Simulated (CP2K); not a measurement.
Consider propyne at its PBE geometry (Å).

```xyz
7

C    -0.9407   -0.0922   -0.1251
C     0.4955    0.0481    0.0667
C     1.6912    0.1653    0.2253
H    -1.1730   -0.9712   -0.7436
H    -1.3610    0.7920   -0.6260
H    -1.4582   -0.2115    0.8377
H     2.7461    0.2694    0.3651
```

Method: CP2K XAS_TDP, all-electron GAPW, PBEh(45%), aug-cc-pVTZ, TDA, no relativity.

Q: Where do the C K-edge lines lie, and how strong are they?

Leading lines: C1 284.40 eV, C2 281.91 eV and C3 281.72 eV. The leading line of an atom is its first one with 35 % of the strongest within 2.5 eV of its lowest line over the strength cut. 

The first six lines of each atom with a strength over 0.0015:

| atom | energy (eV) | states | strength, one atom |
| --- | --- | --- | --- |
| C1 (bonded to C and 3 H) | 284.03 | 1 | 0.0025 |
|  | 284.40 | 2 | 0.0272 |
|  | 285.50 | 2 | 0.0142 |
|  | 285.97 | 1 | 0.0029 |
|  | 286.63 | 2 | 0.0181 |
|  | 286.68 | 1 | 0.0022 |
| C2 (bonded to 2 C) | 281.91 | 2 | 0.1086 |
|  | 286.23 | 2 | 0.0016 |
|  | 286.80 | 2 | 0.0018 |
|  | 286.84 | 1 | 0.0069 |
|  | 286.94 | 1 | 0.0023 |
|  | 287.46 | 2 | 0.0025 |
| C3 (bonded to C and H) | 281.72 | 2 | 0.0952 |
|  | 283.67 | 1 | 0.0033 |
|  | 284.12 | 1 | 0.0070 |
|  | 284.85 | 2 | 0.0097 |
|  | 285.61 | 2 | 0.0065 |
|  | 285.99 | 1 | 0.0028 |

Lines are vertical, at one geometry, with no vibrational structure. Without a correction of the core level, line positions, and the gaps between valence and Rydberg lines, follow the share of exact exchange. At this level such K lines come out 3 to 6 eV under measured ones. These values hold no scalar relativity, about 0.1 eV for C 1s. Rydberg lines, and the discretised continuum above threshold, depend on the basis and the box.

[Banner, clock and machine lines of the logs are left out without a mark of their own.]

[Logs are printed without paths, hosts, clocks, repeated set-up lines and the standing remarks that a program may print on its own settings, such as how far it seeks lower states.]

[Hosts, paths, dates, database ids (printed as entryN), source tags and the programs' standing remarks are cut or masked in the printed files.]
